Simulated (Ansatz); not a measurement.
Planning a run of Ansatz 0.2.0 on Bi2Te2PbS2 (R-3m). The input:

```yaml
crystal:
  lattice:
    - [2.14572525, 1.2388350507, 13.53831145]
    - [-2.14572525, 1.2388350507, 13.53831145]
    - [0.0, -2.4776701014, 13.53831145]
  atoms:
    - { symbol: Bi, position: [0.58192017, 0.58192017, 0.58192017] }
    - { symbol: Bi, position: [0.41807983, 0.41807983, 0.41807983] }
    - { symbol: Te, position: [0.8714224018, 0.8714224018, 0.8714224018] }
    - { symbol: Te, position: [0.1285775982, 0.1285775982, 0.1285775982] }
    - { symbol: Pb, position: [0.0, 0.0, 0.0] }
    - { symbol: S, position: [0.2916393354, 0.2916393354, 0.2916393354] }
    - { symbol: S, position: [0.7083606646, 0.7083606646, 0.7083606646] }
kpoints:
  mp_grid: { grid: [4, 4, 4] }
hamiltonian:
  xc: pbe
  pseudopotentials: { kind: paw, azcp: { folder: soft_1 } }
scf:
  occupations: { method: fixed }
gw:
  n_empty_bands: 800
  ecut_chi: 140
  qp_bands: [v2, c2]
  qp_kpoints: band_edges
  screening: { model: contour_deformation }
```

```sh
ansatz run input.yaml --threads 2 --pin off --max-ram 92160MiB --backend cuda --events-out ev --progress --plain --runs-dir out --devices 1 --max-vram 13GiB
```

**Question.** How long will it take on 1 × NVIDIA H100 80GB HBM3 (shared by 6 runs) with 2 threads of AMD EPYC 7R13 (Zen 3), shared host, and how much memory?

It took 2 min; on shared hardware allow 61 s to 4.1 min. Peak host memory was 3.5 GiB. The sizes that set the cost: 4191 plane waves a state, 13 irreducible k points, 844 bands summed, 795 plane waves in the screening and 9 SCF cycles.

The screening grows as filled bands × empty bands × pairs of k points, times the square of the screening basis for the matrix.

[Paths, hosts, dates, memory and timing lines, banners, echoed tables and standing remarks are left out of the program output.]

[Logs are printed without paths, hosts, clocks, repeated set-up lines and the standing remarks that a program may print on its own settings, such as how far it seeks lower states.]

[Runs of the session that timed out or met a known fault of the program may be left out.]

[Cells called generated may have been cut or substituted from an entry of the Crystallography Open Database or the Materials Project.]

[Hosts, paths, dates, database ids (printed as entryN), source tags and the programs' standing remarks are cut or masked in the printed files.]
